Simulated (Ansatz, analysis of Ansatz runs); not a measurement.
# Moving an added electron between Fe sites in FeClO (Pmmn), part 2 of 2

Aim: the energy barrier that a trapped electron meets when it moves from one Fe atom to another one nearby in FeClO (Pmmn). The model is a cell of 48 host atoms.

Ansatz 0.2.0; plane-wave PAW DFT, PBEsol+U; relaxation of all atoms of a supercell at fixed charge in a uniform background; PAW set soft_1.

So far. Step 2 (The cell without the carrier): The largest displacement from an ideal site is 0.009 Å. Step 3 (The electron on the first site): The largest changes of the moments are -0.46 μB on Fe14, -0.05 μB on Cl18 and -0.05 μB on Cl41. The largest part sits on the chosen site.

## (4) The electron on the second site

The same start is made on the second site, to get the end of the hop.

B.relax/input.yaml reads:

```yaml
crystal:
  lattice:
    - [6.55625248, 7.74996705, 0.0]
    - [-6.55625248, 7.74996705, 0.0]
    - [0.0, 0.0, 8.33599915]
  atoms:
    - { symbol: Fe, position: [0.124937, 0.374422, 0.107716], spin: 5.0 }
    - { symbol: Fe, position: [0.374855, 0.124335, 0.10743], spin: 5.0 }
[... 11 atom lines left out ...]
    - { symbol: Fe, position: [0.374864, 0.624451, 0.107745], spin: 5.0 }
    - { symbol: Fe, position: [0.124986, 0.624407, 0.892416], spin: 4.0 }
[... 6 atom lines left out ...]
    - { symbol: O, position: [0.257538, 0.756739, 0.958653] }
    - { symbol: O, position: [-0.00732, 0.756643, 0.05399] }
    - { symbol: O, position: [0.257238, 0.491999, 0.054198] }
[... 20 atom lines left out ...]
    - { symbol: O, position: [0.499937, 0.499439, 0.954986] }
[... 2 atom lines left out ...]
    - { symbol: O, position: [0.74989, 0.499336, 0.045325] }
total_charge: -1
basis:
  ecutwfc: 420
  xc_grid: 2
hamiltonian:
  xc: pbesol
  hubbard:
    sites: [{ species: Fe, l: d, u_eff: 4.5 }]
    projectors: ortho-atomic
  pseudopotentials: { kind: paw, azcp: { folder: soft_1 }, xc_functional: pbe }
kpoints:
  mp_grid: { grid: [1, 1, 1] }
magnetization:
  spin_polarized: true
  initial_magnetization: 79
  spin_locking: { lock_magnetization: hard }
scf:
  occupations: { method: fermi_dirac, width: 0.01 }
  max_iter: 120
  lower_state_search: "off"
output:
  forces: true
relax:
  f_tol: 0.015
  max_steps: 70
  escape_saddle: false
checkpoint:
  write: "../B.relax.run"
  compress: false
  write_wavefunctions: true
  write_every: 100000
```

Command:

```bash
ansatz run input.yaml --threads 32 --pin off --max-ram 84787MiB --backend cuda --events-out ev --progress --plain --runs-dir out --max-vram 78GiB
```

Numbers of over 12 decimals in the logs are rounded to 6 here.

Output:

```text
[...]
Crystal: 48 atoms, lattice volume = 847.117 Å³
Basis set: ecut = 420 eV, 16467 PW (Γ), exchange–correlation on 144×144×120 points (8 copies of the dense FFT grid, shifted against one another)
Bands: 327, of which v1, the nominal top of the filled ones, is band 233 counted from 1 (232 counted from 0)
Symmetry: 1 space group operations
[...]
k-points: 1
[...]
Starting moments: Σ|m| = 79 μB on 16 of 48 sites
[...]
SCF iter   1: F=—  HF=-97086.077958 eV  |Δ(HF+E_count)|=         —  Δρ=3.90e-2 (↑3.18e-2 ↓3.90e-2)  dr2=1.47e1  dr2_m=6.09e0  M=79.000 μB ∫|m|=79.000 μB  Hψ=2509
[...]
SCF iter   2: F=—  HF=-97091.039364 eV  |Δ(HF+E_count)|=    4.96e0  Δρ=3.53e-2 (↑2.41e-2 ↓3.53e-2)  dr2=7.35e0  dr2_m=5.02e0  M=79.000 μB ∫|m|=79.000 μB  Hψ=1317
[...]
Free energy (F): -97097.955951 eV
[...]
Internal energy: -97097.955951 eV  (E = F + TS)
E sigma→0 (E₀):  -97097.955951 eV
Fermi energy:    5.548980 (↑ 7.120442, ↓ 5.513568) eV
[...]
--- Forces (eV/Å), atoms counted from 1 ---
  atom   1  Fe    -0.00121729    -0.00174866    -0.00142403
  atom   2  Fe    -0.00122776     0.00185503     0.00167979
  [... 1 atom left out ...]
  atom   4  Fe     0.00568104     0.00005952     0.00303912
  [... 2 atoms left out ...]
  [... 42 more lines of this table ...]
  max |Σ_I F_I| component: 1.32e-4 eV/Å
--- Band table (eV) ---
[...]
Occupation matrices written to <dir>
--- Relaxed structure (6 steps of the walk, 5 accepted, 0 SCFs on fresh bases) ---
  F+E_penalty+E_count = -97097.95595147 eV   max|allowed force component| = 8.094e-3 eV/Å
  atoms:
    - { symbol: Fe, position: [0.126399, 0.377377, 0.105712] }
    - { symbol: Fe, position: [0.374465, 0.124968, 0.107344] }
    [... 1 atom left out ...]
    - { symbol: Fe, position: [0.373270, 0.376106, 0.891668] }
    [... 2 atoms left out ...]
  [... 42 more lines of this table ...]
[key lines of the parts left out:]
SCF converged after 7 iterations
Magnetization: 79.0000 μB (272.0000 up, 193.0000 down)
```

Run time: 6.6 s. Hardware: 1 × NVIDIA GB200 with 32 threads of Arm Neoverse V2, shared host; peak memory 1.3 GiB; 20 s of CPU time.

Distances from Fe15 without and with the electron:

```csv
atom,without (Å),with (Å)
O22,2.01,2.07
O21,2.01,2.07
O23,2.08,2.28
O24,2.08,2.28
Cl19,2.38,2.40
Cl20,2.38,2.40
```

The largest changes of the moments are -0.46 μB on Fe15, -0.05 μB on Cl20 and -0.05 μB on Cl19. The largest part sits on the chosen site.

## (5) Points on the line between the two structures

All atoms move on the straight line between the two relaxed structures, 2.79 amu^1/2 Å long in mass-weighted terms. Each point starts from the state of the point before, once from either end, so that both localised states can be followed; the midpoint is also started with the carrier shared.

A.x0500/input.yaml reads:

```yaml
crystal:
  lattice:
    - [6.55625248, 7.74996705, 0.0]
    - [-6.55625248, 7.74996705, 0.0]
    - [0.0, 0.0, 8.33599915]
  atoms:
    - { symbol: Fe, position: [0.126114, 0.376277, 0.104901], spin: 5.0 }
    - { symbol: Fe, position: [0.37474, 0.124666, 0.106446], spin: 5.0 }
[... 11 atom lines left out ...]
    - { symbol: Fe, position: [0.373506, 0.623671, 0.115666], spin: 4.0 }
    - { symbol: Fe, position: [0.126521, 0.625056, 0.884111], spin: 5.0 }
[... 6 atom lines left out ...]
    - { symbol: O, position: [0.246906, 0.753461, 0.951856] }
    - { symbol: O, position: [-0.004223, 0.753029, 0.048934] }
    - { symbol: O, position: [0.253122, 0.495274, 0.047913] }
[... 20 atom lines left out ...]
    - { symbol: O, position: [0.504269, 0.495681, 0.950832] }
[... 2 atom lines left out ...]
    - { symbol: O, position: [0.750584, 0.499582, 0.046667] }
total_charge: -1
basis:
  ecutwfc: 420
  xc_grid: 2
hamiltonian:
  xc: pbesol
  hubbard:
    sites: [{ species: Fe, l: d, u_eff: 4.5 }]
    projectors: ortho-atomic
  pseudopotentials: { kind: paw, azcp: { folder: soft_1 }, xc_functional: pbe }
kpoints:
  mp_grid: { grid: [1, 1, 1] }
magnetization:
  spin_polarized: true
  initial_magnetization: 79
  spin_locking: { lock_magnetization: hard }
scf:
  occupations: { method: fermi_dirac, width: 0.01 }
  max_iter: 120
  lower_state_search: "off"
output:
  forces: true
  eigenvalues: true
  eigenstates: { localisation: true }
  write_density: true
  write_potential: true
  volumetric_format: npy
checkpoint:
  read: "../A.x0375.run"
  write: "../A.x0500.run"
  compress: false
  write_wavefunctions: true
  write_every: 100000
```

Output:

```text
[...]
Warning: checkpoint.read: the run can stay near the saved state's solution: 48 site(s) moved relative to the saved geometry (max |Δs| = 2.542e-3 fractional); [...]
[...]
device memory: the entry about to start is reckoned to put 5.8 GiB on a device that reports 169.0 GiB free (of which the cap on the GPU budget leaves the run 78.0 GiB)
GPU FFT provider: cuFFT
GPU libraries: cuBLAS 13.8.1, cuFFT 12.4.0, cuSOLVER 12.3.2
GPU matrix products: emulated (plane waves: as basis.precision tells), large ones in fixed point in workspaces of 1.00 GiB
Crystal: 48 atoms, lattice volume = 847.117 Å³
Basis set: ecut = 420 eV, 16467 PW (Γ), exchange–correlation on 144×144×120 points (8 copies of the dense FFT grid, shifted against one another)
Bands: 327, of which v1, the nominal top of the filled ones, is band 233 counted from 1 (232 counted from 0)
Symmetry: 1 space group operations
[...]
k-points: 1
[...]
Starting moments: Σ|m| = 79 μB on 16 of 48 sites; this step starts from the density that it was given
[...]
GPU buffer pool allocated for 311040 grid points (all kernels)
GPU transforms: local potential and band sums: pruned to the plane-wave sphere, on 72×72×54
[...]
SCF iter  13: F=-97097.748965 eV  HF=-97097.748965 eV  |Δ(HF+E_count)|=   6.21e-8  Δρ=2.44e-6 (↑4.71e-7 ↓2.44e-6)  dr2=2.49e-8  dr2_m=1.12e-8  M=79.000 μB ∫|m|=79.013 μB  Hψ=4200
SCF 1 converged in 13 iterations: F = -97097.748965 eV  dr2 = 2.49e-8
[...]
SCF converged after 13 iterations
[...]
Magnetization: 79.0000 μB (272.0000 up, 193.0000 down)
Absolute magnetization: 79.0130 μB (∫|ρ↑−ρ↓|, with the PAW one-centre terms)
[...]
Per-site moments (μB) at R_I (Å): [(3.848241, 0.810779), (3.877579, 0.823598), (3.876674, 0.823589), [... 7 left out ...]
Free energy (F): -97097.748965 eV
[...]
Internal energy: -97097.748965 eV  (E = F + TS)
E sigma→0 (E₀):  -97097.748965 eV
Fermi energy:    5.678617 (↑ 7.249698, ↓ 5.678616) eV
[...]
--- Forces (eV/Å), atoms counted from 1 ---
  atom   1  Fe     0.18045274    -0.00731472     0.09988412
  atom   2  Fe     0.06001828     0.00406602     0.01235793
  [... 1 atom left out ...]
  atom   4  Fe     0.28919322     0.31065001     0.30658257
  [... 2 atoms left out ...]
  [... 42 more lines of this table ...]
  max |Σ_I F_I| component: 6.67e-5 eV/Å
--- Band table (eV) ---
[...]
Occupation matrices written to <dir>
```

Run time: 3.4 s. Hardware: 1 × NVIDIA GB200 with 32 threads; peak memory 1 GiB.

From eigenstates.tsv, first k-point; energies on the run's zero. The participation number counts the atoms that a state is spread over, of 48; bands count from 0.

| spin | band | energy (eV) | occupation | participation | largest share on | share |
| --- | --- | --- | --- | --- | --- | --- |
| down | 187 | 3.669 | 1.00 | 8.4 | Cl18 | 0.24 |
| down | 188 | 3.703 | 1.00 | 14.7 | Cl44 | 0.15 |
| down | 189 | 3.738 | 1.00 | 14.2 | Cl41 | 0.15 |
| down | 190 | 3.922 | 1.00 | 6.4 | Cl41 | 0.29 |
| down | 191 | 4.101 | 1.00 | 30.2 | Cl41 | 0.06 |
| down | 192 | 5.237 | 1.00 | 1.8 | Fe14 | 0.75 |
| down | 193 | 6.120 | 0.00 | 5.5 | Fe15 | 0.37 |
| down | 194 | 6.174 | 0.00 | 5.3 | Fe15 | 0.41 |
| down | 195 | 6.238 | 0.00 | 8.4 | Fe15 | 0.28 |
| down | 196 | 6.258 | 0.00 | 13.2 | Fe38 | 0.13 |
| down | 197 | 6.264 | 0.00 | 7.0 | Fe15 | 0.33 |
| up | 266 | 4.576 | 1.00 | 28.1 | Cl41 | 0.06 |
| up | 267 | 4.621 | 1.00 | 25.0 | O47 | 0.09 |
| up | 268 | 4.681 | 1.00 | 23.6 | O36 | 0.09 |
| up | 269 | 4.798 | 1.00 | 20.4 | O45 | 0.11 |
| up | 270 | 5.066 | 1.00 | 10.5 | Fe14 | 0.19 |
| up | 271 | 5.141 | 1.00 | 6.5 | Fe14 | 0.24 |
| up | 272 | 9.359 | 0.00 | 45.8 | Cl19 | 0.03 |
| up | 273 | 11.320 | 0.00 | 15.3 | Fe15 | 0.19 |
| up | 274 | 11.530 | 0.00 | 32.4 | Fe40 | 0.06 |
| up | 275 | 11.547 | 0.00 | 33.1 | Fe16 | 0.06 |
| up | 276 | 11.578 | 0.00 | 30.8 | Fe28 | 0.07 |

Under PBEsol+U (4.5 eV) at the zone centre alone, the highest filled state is spin down, spread over 2 of 48 atoms, and the lowest empty one, 0.88 eV above it, is spin down, spread over 5 of 48 atoms.

Free energies from the first end:

```
started from  fraction  energy (eV)  moment change on Fe14 (μB)  on Fe15 (μB)
  first site         0        0.000                       -0.46         -0.04
  first site     0.125        0.013                       -0.47         -0.03
  first site      0.25        0.052                       -0.48         -0.03
  first site     0.375        0.117                       -0.49         -0.02
  first site       0.5        0.207                       -0.50         -0.01
  first site     0.625        0.321                       -0.50         -0.01
 second site     0.875        0.013                       -0.03         -0.47
 second site      0.75        0.052                       -0.03         -0.48
 second site     0.625        0.117                       -0.02         -0.49
 second site       0.5        0.207                       -0.01         -0.49
 second site     0.375        0.321                       -0.01         -0.50
      shared       0.5        0.207                       -0.01         -0.49
 second site         1        0.000                       -0.04         -0.46
```

## (6) Outcome

* barrier forward: 0.21 eV
* barrier backward: 0.21 eV
* distance of the two sites without the carrier: 3.11 Å
* carrier at the midpoint: on one site

What this shows: On this line the electron must cross 0.21 eV to hop 3.11 Å; both ends have the same energy within 0.005 eV. At the midpoint the lowest state found keeps the carrier on one site, so the two localised curves cross in a cusp. This suggests weak coupling and a hop slower than the barrier alone implies, though U itself penalises the shared state. The start with the carrier shared fell onto one site. With an assumed attempt frequency of 1e13 per second the rate at 300 K would be 3e+09 per second for this barrier, if every crossing succeeded. A straight line need not be the lowest path, so the true barrier at this U can be lower, or higher if the ends can still break their symmetry. No run compares the localised electron with one spread in the band, so its binding is unknown and the barrier may exceed it. The magnetic order was assumed and need not be the ground state. The total moment is locked, so a carrier of the other spin direction was not tried. The program's search for lower electronic states was switched off in all runs, so that each state is followed; none is shown to be the lowest at its structure. No image-charge correction is applied; it nearly cancels along the line while the charge stays localised. Limits: sampling at the zone centre alone can move energies of charged and open-shell states by tenths of an eV or more in cells of this size; the images are only 8.3 Å apart; gap and trapping depend on the U chosen (Fe d 4.5 eV).

[Logs are printed without paths, hosts, clocks, repeated set-up lines and the standing remarks that a program may print on its own settings, such as how far it seeks lower states.]

[Hosts, paths, dates, database ids (printed as entryN), source tags and the programs' standing remarks are cut or masked in the printed files.]
